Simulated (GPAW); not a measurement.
**SnO (Romarchite): G0W0 with GPAW, start to end**

How does a plane-wave GW calculation on SnO (Romarchite) run from the first input to the gap?

Method: LDA and many-body steps on it, plane waves, in GPAW 26.7.0.

### Step 1. The starting structure

Symmetry: P4/nmm, No. 129, tetragonal system. The conventional cell has a = 3.799 Å, b = 3.799 Å, c = 4.841 Å, α = 90.00°, β = 90.00°, γ = 90.00°. Nearest to Sn lie 4 O at 2.22 Å. Nearest to O lie 4 Sn at 2.22 Å. Farther neighbours and most contacts between anions are not listed.

Structure file:

```
Sn O
1.0
     3.79860    0.00000    0.00000
     0.00000    3.79860    0.00000
     0.00000    0.00000    4.84080
Sn O
2 2
Cartesian
  1.8993 0.0000 1.1468
  0.0000 1.8993 3.6940
  0.0000 0.0000 0.0000
  1.8993 1.8993 0.0000
```

The cell and positions come from the Crystallography Open Database and are kept as given unless a step says otherwise.

### Step 2. Ground state

This step: GPAW 26.7.0; DFT, LDA, plane waves, PAW.

The ground-state density comes first.

run.py reads:

```python
import json
import numpy as np
from gpaw.mpi import world
from ase import Atoms
from gpaw import GPAW, PW, FermiDirac

atoms = Atoms(['Sn', 'Sn', 'O', 'O'],
    cell=[[3.7986000000, 0.0000000000, 0.0000000000],
      [0.0000000000, 3.7986000000, 0.0000000000],
      [0.0000000000, 0.0000000000, 4.8408000000]],
    scaled_positions=[[0.5000000000, 0.0000000000, 0.2369000000],
      [0.0000000000, 0.5000000000, 0.7631000000],
      [0.0000000000, 0.0000000000, 0.0000000000],
      [0.5000000000, 0.5000000000, 0.0000000000]],
    pbc=(True, True, True))
calc = GPAW(mode=PW(600),
    xc='LDA',
    kpts={'size': (6, 6, 6), 'gamma': True},
    occupations=FermiDirac(0.001),
    nbands=-8,
    convergence={'density': 1e-6, 'bands': -3},
    maxiter=100,
    txt='gs.txt')
atoms.calc = calc
res = {'energy': atoms.get_potential_energy()}
kpts = calc.get_ibz_k_points()
res['kpts'] = kpts
res['eigenvalues'] = [calc.get_eigenvalues(kpt=k) for k in range(len(kpts))]
res['n_electrons'] = calc.get_number_of_electrons()
calc.write('gs.gpw')

if world.rank == 0:
    with open('result.json', 'w') as f:
        json.dump(res, f, default=lambda x: x.tolist())
```

Command:

```
$ mpirun -n 4 gpaw python run.py
```

Numbers of over 12 decimals in the logs are rounded to 6 here.

Log:

```text
__  _  _
 | _ |_)|_||  |
 |__||  | ||/\| - 26.7.0

Input parameters:
  mode=PW(ecut=600.0),
  convergence={'density': 1e-06, 'bands': -3},
  kpts=MonkhorstPack(size=(6, 6, 6), gamma=True),
  maxiter=100,
  nbands=-8,
  occupations=Occupations(name='fermi-dirac', width=0.001, fixmagmom=False),
  xc=XC(name='LDA')
  [... matrices ...]
Diagonalizing LCAO Hamiltonian
Converting LCAO to pw mode
   .--------.
  /|        |
 *Sn        |
 | |        |
 | |        |
 | |        |
 | .--------.
 |/  Sn    /
 O--------*

Atoms  # Å, Bohr magnetons
|   | symbol |        x |        y |        z |    initial magnetic moments |
| 0 |     Sn | 1.899300 | 0.000000 | 1.146786 | ( 0.0000,  0.0000,  0.0000) |
| 1 |     Sn | 0.000000 | 1.899300 | 3.694014 | ( 0.0000,  0.0000,  0.0000) |
| 2 |      O | 0.000000 | 0.000000 | 0.000000 | ( 0.0000,  0.0000,  0.0000) |
| 3 |      O | 1.899300 | 1.899300 | 0.000000 | ( 0.0000,  0.0000,  0.0000) |

Unit cell  # Å
| periodic |        x |        y |        z |  lengths |    angles |
|      yes | 3.798600 | 0.000000 | 0.000000 | 3.798600 | 90.000000 |
|      yes | 0.000000 | 3.798600 | 0.000000 | 3.798600 | 90.000000 |
|      yes | 0.000000 | 0.000000 | 4.840800 | 4.840800 | 90.000000 |

Number of symmetries: 8
Symmetry operations  # r_c * U_cc + t_c -> r_c
|   | kind |            matrix            |
| 0 |  E   |  1, 0, 0,  0, 1, 0,  0, 0, 1 |
| 1 |  σ   |  1, 0, 0,  0,-1, 0,  0, 0, 1 |
| 2 |  C2  |  0, 1, 0,  1, 0, 0,  0, 0,-1 |
| 3 |  S4  |  0, 1, 0, -1, 0, 0,  0, 0,-1 |
| 4 |  S4  |  0,-1, 0,  1, 0, 0,  0, 0,-1 |
| 5 |  C2  |  0,-1, 0, -1, 0, 0,  0, 0,-1 |
| 6 |  σ   | -1, 0, 0,  0, 1, 0,  0, 0, 1 |
| 7 |  C2  | -1, 0, 0,  0,-1, 0,  0, 0, 1 |

BZ-sampling:
  Number of BZ points: 216
  Number of IBZ points: 40

  Monkhorst-Pack size: [6, 6, 6]
  Monkhorst-Pack shift: [0.083333, 0.083333, 0.083333]

K-points  # in reciprocal-cell coordinates
|     |                                coordinates |     weight |
|   0 | (  0.00000000,   0.00000000,   0.00000000) | 0.00462963 |
|   1 | (  0.00000000,   0.00000000,   0.16666667) | 0.00925926 |
|   2 | (  0.00000000,   0.00000000,   0.33333333) | 0.00925926 |
|   3 | (  0.00000000,   0.00000000,   0.50000000) | 0.00462963 |
|   4 | (  0.16666667,   0.00000000,   0.00000000) | 0.01851852 |
|   5 | (  0.16666667,   0.00000000,   0.16666667) | 0.03703704 |
|   6 | (  0.16666667,   0.00000000,   0.33333333) | 0.03703704 |
|   7 | (  0.16666667,   0.00000000,   0.50000000) | 0.01851852 |
|   8 | (  0.16666667,   0.16666667,   0.00000000) | 0.01851852 |
|   9 | (  0.16666667,   0.16666667,   0.16666667) | 0.03703704 |
| ... |                                            |            |
|  39 | (  0.50000000,   0.50000000,   0.50000000) | 0.00462963 |

Plane wave coefficients: 2354
Cutoff: 600.0 eV

Spin-components: 1 (collinear spins)
Bands:           28
Projectors:      22
Spin-degeneracy: 2
Datatype:        complex128

  Storage: CPU
  Wave functions: 42_058_240 bytes (10_514_560 per core)
  Projectors: 36_049_920 bytes (9_012_480 per core)
  [... matrices ...]
Parallelization:
  kpt:    4
  domain: 1
  band:   1

Density:
  Valence electrons: 40.0
  Components: 1
  Grid points: [24 24 28]
  Charge: 0.0  # |e|

Potential:
  Grid points: [24 24 28]

species:
  Sn:
    name:    Tin
    Z:       50.0
    valence: 14
    core:    36
    charge:  0.0  # [|e|]
    compensation charges:
      type: gauss
      rc: 0.38  # [Å]
      lmax: 2
    cutoffs:
      filter: 2.23  # [Å]
      core: 2.35  # [Å]
    projectors
    | kind |    occ | energy [eV] | rcut [Å] |
    |   5s |  2.000 |     -10.799 |    1.201 |
    |   5p |  2.000 |      -3.869 |    1.270 |
    |   4d | 10.000 |     -25.910 |    1.185 |
    |    s |        |      16.413 |    1.201 |
    |    p |        |      23.342 |    1.270 |
    |    d |        |       1.302 |    1.185 |

    Using partial waves for Sn as LCAO basis

  O:
    name:    Oxygen
    Z:       8.0
    valence: 6
    core:    2
    charge:  0.0  # [|e|]
    compensation charges:
      type: gauss
      rc: 0.21  # [Å]
      lmax: 2
    cutoffs:
      filter: 1.17  # [Å]
      core: 0.83  # [Å]
    projectors
    | kind |    occ | energy [eV] | rcut [Å] |
    |   2s |  2.000 |     -23.752 |    0.688 |
    |   2p |  4.000 |      -9.195 |    0.598 |
    |    s |        |       3.459 |    0.688 |
    |    p |        |      18.016 |    0.598 |
    |    d |        |       0.000 |    0.619 |

    Using partial waves for O as LCAO basis

Reference energy: -339786.989759  # eV

eigensolver:
  PPCG
  Converge bands: -3
  niter=2

density mixing:
  MSR1-Mixer
  Pratt-step length: 0.05
  Maximum mixing coefficient: 0.75
  Old densities: 10
  SVD Regularization: 0.005
  Good broyden scale: 1.0
  Trust region scale: 1.0
  Backstep threshold: 4.0
  History deletion threshold: 6.0
  Fourier metric: weight=20.0, sigma=0.015

occupation numbers:
  Fermi-Dirac:
    width: 0.0010  # eV

poisson solver:
  ecut: 4800.0  # eV

xc functional:
  name: None

Initialization done in: 1.356 s

convergence criteria:
- Maximum integral of absolute [dens]ity change: 1e-06 electrons / valence electron
- Maximum [total energy] change in last 3 cyles: 0.0005 eV / valence electron
- Maximum integral of absolute [eigenst]ate change: 4e-08 eV^2 / valence electron
maximum number of iterations: 100

SCF iterations
|iter     |     time |      energy | eigst |  dens |
|iter:   1|  |  -29.751510 | +0.63 |       |
|iter:   2|  |  -28.750757 | -0.84 | -1.02 |
|iter:   3|  |  -26.604356 | -0.59 | -1.08 |
|iter:   4|  |  -26.560512 | -2.33 | -1.57 |
|iter:   5|  |  -26.544444 | -3.00 | -1.82 |
|iter:   6|  |  -26.544293c| -4.18 | -2.66 |
|iter:   7|  |  -26.544312c| -5.47 | -3.27 |
|iter:   8|  |  -26.544314c| -6.00 | -3.86 |
|iter:   9|  |  -26.544312c| -6.55 | -4.23 |
|iter:  10|  |  -26.544312c| -8.33c| -4.89 |
|iter:  11|  |  -26.544312c| -8.64c| -5.34 |
|iter:  12|  |  -26.544312c| -8.95c| -6.04c|

Converged in 12 steps
SCF loop duration: 13.278 s (1.106 s/step)
Energy contributions relative to reference atoms: (reference = -339786.989759)
  [... matrices ...]
Energy contributions:
  Kinetic:          29.511116
  Coulomb:         -28.422829
  Zero:              0.004822
  External:          0.000000
  Xc:              -27.637422
  Entropy:          -0.000000
  Spinorbit:         0.000000
  ----------------------------
  Free energy:     -26.544312
  Extrapolated:    -26.544312

dipole moment: (-23.520299, -23.520299, -27.155199)  # |e|*Ang

Fermi level: 6.445
Eigenvalues  # (at kpt = [0.000, 0.000, 0.000])
| band index |      eig [eV] | occ [0-2] |
|          0 |       -15.389 |     2.000 |
|        ... |               |           |
|         12 |        -1.325 |     2.000 |
|         13 |        -0.187 |     2.000 |
|         14 |         0.093 |     2.000 |
|         15 |         0.093 |     2.000 |
|         16 |         2.962 |     2.000 |
|         17 |         3.244 |     2.000 |
|         18 |         3.244 |     2.000 |
|         19 |         6.426 |     2.000 |
|         20 |         8.505 |     0.000 |
|         21 |        10.643 |     0.000 |
|         22 |        11.185 |     0.000 |
|         23 |        11.185 |     0.000 |
|         24 |        12.051 |     0.000 |
|         25 |        12.051 |     0.000 |
|         26 |        13.253 |     0.000 |
|         27 |        13.679 |     0.000 |

Gap: 0.147 eV
Transition (v -> c):
  (s=0, k=0, n=19, [0.00, 0.00, 0.00]) -> (s=0, k=36, n=20, [0.50, 0.50, 0.00])
Direct/indirect transitions are different
Direct gap: 1.965 eV
Transition at: (s=0, k=1, n=19, [0.00, 0.00, 0.17])
# Writing to gs.gpw (mode='')
  [... matrices ...]
```

The job ended after 17 s (4 MPI ranks of Arm Neoverse V1, shared host; peak memory 0.74 GiB; 66 s of CPU time).

This step gave:

| Quantity | Value |
| --- | --- |
| total energy | -26.54 eV |
| gap | 0.1472 eV |
| k of the valence top | 0, 0, 0 |
| k of the conduction bottom | 0.5, 0.5, 0 |
| least direct gap | 1.965 eV |

The gap is indirect, with the least direct gap 1.82 eV higher.

### Step 3. Empty states on the mesh, 4×4×2 mesh, 93 bands

The sums over transitions need many empty states on a uniform mesh; this step solves for them.

run.py reads:

```python
import json
import numpy as np
from gpaw.mpi import world
from gpaw import GPAW

calc = GPAW('gs.gpw').fixed_density(kpts={'size': (4, 4, 2), 'gamma': True},
    nbands=108,
    convergence={'bands': 93},
    txt='nscf.txt')
calc.write('full.gpw', mode='all')
res = {}
kpts = calc.get_ibz_k_points()
res['kpts'] = kpts
res['eigenvalues'] = [calc.get_eigenvalues(kpt=k) for k in range(len(kpts))]
res['n_electrons'] = calc.get_number_of_electrons()

if world.rank == 0:
    with open('result.json', 'w') as f:
        json.dump(res, f, default=lambda x: x.tolist())
```

Command:

```
$ mpirun -n 4 gpaw python run.py
```

Log:

```text
Diagonalizing LCAO Hamiltonian
Converting LCAO to pw mode
convergence criteria:
- Maximum integral of absolute [eigenst]ate change: 4e-08 eV^2 / valence electron
maximum number of iterations: 100

SCF iterations
|iter     |     time |      energy | eigst |  dens |
|iter:   1|  |             | +3.92 |       |
|iter:   2|  |             | +2.63 |       |
|iter:   3|  |             | +1.50 |       |
[...]
|iter:  12|  |             | -6.46 |       |
|iter:  13|  |             | -7.09 |       |
|iter:  14|  |             | -7.54c|       |
SCF steps: 14
  __  _  _
 | _ |_)|_||  |
 |__||  | ||/\| - 26.7.0

Input parameters:
  mode=PW(ecut=600.0),
  convergence={'bands': 93},
  gpts=array([24, 24, 28]),
  kpts=MonkhorstPack(size=(4, 4, 2), gamma=True),
  maxiter=100,
  nbands=108,
  occupations=Occupations(name='fermi-dirac', width=0.001, fixmagmom=False),
  parallel={},
  xc=XC(name='LDA')
# Writing to full.gpw (mode='all')
  [... matrices ...]

timing:  # [seconds]
  Total: 0.045  # ━━━━━━━━━━━━━━━━━━━━━━━━━━━━━━━━━━━━━━━━━━━━━━━━━━━━━━━━━━━
```

Wall time 24 s (4 MPI ranks); peak memory 0.82 GiB.

This step gave:

```
gap                                                           : 0.1472 eV
k of the valence top                                          : 0, 0, 0
k of the conduction bottom                                    : 0.5, 0.5, 0
least direct gap                                              : 1.990 eV
k points computed                                             : 12
lowest point of the top converged band, above the valence top : 50.0402 eV
```

On this mesh the gap is 0.147 eV.

### Step 4. Screening and self-energy, 4×4×2 mesh, 83 bands, screening to 65 eV

Now the one-shot GW correction: screening in the RPA, then the self-energy of the levels asked for.

This step: G0W0 on LDA, plane waves, PAW.

run.py reads:

```python
import json
import numpy as np
from gpaw.mpi import world
from gpaw.response.g0w0 import G0W0

gw = G0W0('full.gpw',
    filename='gw',
    kpts=[0, 10],
    bands=(18, 22),
    ecut=65,
    nbands=83,
    integrate_gamma='WS',
    ppa=True)
gw.calculate()
res = {mode: {k: v for k, v in r.items() if k != 'sigma_eskwn'}
       for mode, r in gw.all_results.items()}

if world.rank == 0:
    with open('result.json', 'w') as f:
        json.dump(res, f, default=lambda x: x.tolist())
```

Command:

```
$ mpirun -n 4 gpaw python run.py
```

Log:

```text
Using integrator: PointIntegrator
FrequencyGridDescriptor(from 0.000+0.000j to 0.000+27.211j eV, 2 points)
Nonperiodic BCs:  [False False False]
Using integrator: PointIntegrator
FrequencyGridDescriptor(from 0.000+0.000j to 0.000+27.211j eV, 2 points)
Nonperiodic BCs:  [False False False]
  ___  _ _ _
 |   || | | |
 | | || | | |
 |__ ||_____|
 |___|

BZ k-points: Symmetries present (total): 8

  [... matrices ...]
32 k-points: 4 x 4 x 2 Monkhorst-Pack grid + [1/8,1/8,1/4]
12 k-points in the irreducible part of the Brillouin zone
       k-points in crystal coordinates                weights
   0:     0.00000000    0.00000000    0.00000000          1/32
   1:     0.00000000    0.00000000    0.50000000          1/32
   2:     0.25000000    0.00000000    0.00000000          4/32
   3:     0.25000000    0.00000000    0.50000000          4/32
   4:     0.25000000    0.25000000    0.00000000          4/32
   5:     0.25000000    0.25000000    0.50000000          4/32
   6:     0.50000000    0.00000000    0.00000000          2/32
   7:     0.50000000    0.00000000    0.50000000          2/32
   8:     0.50000000    0.25000000    0.00000000          4/32
   9:     0.50000000    0.25000000    0.50000000          4/32
          ...
  11:     0.50000000    0.50000000    0.50000000          1/32

Distributing spins, k-points and bands (1 x 2 x 4) over 4 processes
Number of blocks: 1

Quasi particle states:
k-points (IBZ indices): [0, 10]
Band range: (18, 22)
  [... matrices ...]
Computational parameters:
Plane wave cut-off: 65 eV
Number of bands: 83
Coulomb cutoff: None
Broadening: 0.1 eV

fxc modes: GW
Kernel: RPA
Using Godby-Needs plasmon-pole approximation:
  Fitting energy: i*E0, E0 = 1.000 Hartree
Summing all q:

Calculating screened Coulomb potential
No Coulomb truncation
FrequencyGridDescriptor(from 0.000+0.000j to 0.000+27.211j eV, 2 points)
Removing empty qpoint cache files...

Calculating chi0 body with:
    Ground state adapter containing:
    Number of spins: 1
    Number of kpoints: 32
    Number of irreducible kpoints: 12
    Number of completely occupied states: 20
    Number of partially occupied states: 20
    Occupied states memory: 4.921875 M / cpu

    Linear response parametrization:
    q_c: [0.0, 0.0, 0.0]
    Number of frequency points: 2
    Planewave cutoff: 65.0
    Number of bands: 83
    Number of planewaves: 83
    Broadening (eta): 1e-06
    comm.size: 4
    kncomm.size: 4
    blockcomm.size: 1

    Memory estimate of potentially large arrays:
        chi0_wGG: 0.210236 M / cpu
Integrating chi0 body.

Symmetries of q_c:
    Direct symmetries (Uq -> q): 8
    Indirect symmetries (TUq -> q): 8
In total 16 allowed symmetries.

  [... matrices ...]
12 groups of equivalent kpoints. 62.5% reduction.

Integral kind: response function
Integrating chi0 head and wings.

Symmetries of q_c:
    Direct symmetries (Uq -> q): 8
    Indirect symmetries (TUq -> q): 8
In total 16 allowed symmetries.

  [... matrices ...]
12 groups of equivalent kpoints. 62.5% reduction.

Integral kind: response function wings

Calculating chi0 body with:
    Ground state adapter containing:
    Number of spins: 1
    Number of kpoints: 32
    Number of irreducible kpoints: 12
    Number of completely occupied states: 20
    Number of partially occupied states: 20
    Occupied states memory: 4.921875 M / cpu

    Linear response parametrization:
[... the further q-points ...]

Results:
f:      Occupation numbers
eps:     KS-eigenvalues [eV]
vxc:     KS vxc [eV]
exx:     Exact exchange [eV]
sigma:   Self-energies [eV]
dsigma:  Self-energy derivatives
Z:       Renormalization factors
qp:      QP-energies [eV]

k-point 0 (0): (0.000, 0.000, 0.000)                GW
band       f     eps     vxc     exx   sigma  dsigma       Z      qp
                                                                   GW
  18   1.000   3.244 -20.965 -25.860   5.241  -0.351   0.740   3.499
  19   1.000   6.426 -18.344 -18.856   1.365  -0.264   0.791   7.100
  20   0.000   8.505 -15.388 -10.458  -3.573  -0.229   0.814   9.609
  21   0.000  10.643 -13.523  -8.398  -3.844  -0.232   0.812  11.683

k-point 1 (10): (0.500, 0.500, 0.000)                GW
band       f     eps     vxc     exx   sigma  dsigma       Z      qp
                                                                   GW
  18   1.000   4.583 -15.619 -17.512   1.997  -0.265   0.790   4.665
  19   1.000   4.583 -15.619 -17.512   1.997  -0.265   0.790   4.665
  20   0.000   6.573 -11.698  -8.014  -3.016  -0.226   0.815   7.117
  21   0.000   6.573 -11.698  -8.014  -3.015  -0.226   0.815   7.119
```

Wall time 31 s (4 MPI ranks); peak memory 1.4 GiB.

This step gave:

```yaml
g0w0_gap_on_the_points_computed: 0.01700 eV
least_direct_g0w0_gap_on_the_computed_points: 2.452 eV
z_at_the_valence_top: 0.7910
z_at_the_conduction_bottom: 0.8155
starting_gap_on_the_mesh: 0.1472 eV
k_of_the_valence_top: 0, 0, 0
k_of_the_conduction_bottom: 0.5, 0.5, 0
```

The gap on the mesh goes from 0.15 eV to 0.02 eV, a correction of −0.13 eV.

Limits: finite bands, cutoff and mesh; no spin-orbit coupling; coarse k mesh. v1 is the top filled band, c1 the lowest empty one. The levels before and after the correction (eV, zero at the valence-band top of each column):

```csv
,conduction bottom,valence top
Kohn-Sham,0.15,0.00
G0W0,0.02,0.00
```

```csv
,level,energy (eV)
Kohn-Sham,Γ v2,-3.182
Kohn-Sham,Γ v1,0.000
Kohn-Sham,Γ c1,2.079
Kohn-Sham,Γ c2,4.217
Kohn-Sham,(0.5 0.5 0) v2-v1,-1.843
Kohn-Sham,(0.5 0.5 0) c1-c2,0.147
G0W0,Γ v2,-3.601
G0W0,Γ v1,0.000
G0W0,Γ c1,2.509
G0W0,Γ c2,4.583
G0W0,(0.5 0.5 0) v2-v1,-2.435
G0W0,(0.5 0.5 0) c1-c2,0.017
```

### Step 5. Where the time went

Times are wall times on 4 MPI ranks of Arm Neoverse V1, shared host, good to a factor of about two.

```csv
step,time,share,memory (GiB)
ground state,17 s,23 %,0.74
empty states on the mesh,24 s,33 %,0.82
screening and self-energy,31 s,43 %,1.4
```

### Step 6. Summary of results

* LDA gap: 0.15 eV, indirect
* G0W0 gap on the mesh: 0.02 eV
* GW settings: 4×4×2 mesh, 83 bands, screening to 65 eV, Godby-Needs plasmon pole
* known limits: not at the basis limit; no spin-orbit coupling; coarse k mesh

G0W0 moves the gap on the mesh from 0.15 eV to 0.02 eV (−0.13 eV), with Z of 0.79 and 0.82 at the edges. Only 2 of the mesh's irreducible points were corrected, so a valley elsewhere could overtake. Bands and cutoff are finite, so the gap is not at the basis limit. The miss can reach some tenths of an eV and take either sign; the mesh is an error of its own. These stock PAW sets were not made for GW. In the G0W0 run levels were corrected at 2 k points alone, so a gap called «on the mesh» is the least over those, and an edge elsewhere would be missed. The 4×4×2 mesh is coarse for this cell, which bears on the long-range parts of exchange and screening. The many-body steps are scalar-relativistic: spin-orbit coupling is not in them.

[Paths, hosts, dates, memory and timing lines, banners, echoed tables and standing remarks are left out of the program output.]

[Logs are printed without paths, hosts, clocks, repeated set-up lines and the standing remarks that a program may print on its own settings, such as how far it seeks lower states.]

[Runs of the session that timed out or met a known fault of the program may be left out.]

[Hosts, paths, dates, database ids (printed as entryN), source tags and the programs' standing remarks are cut or masked in the printed files.]
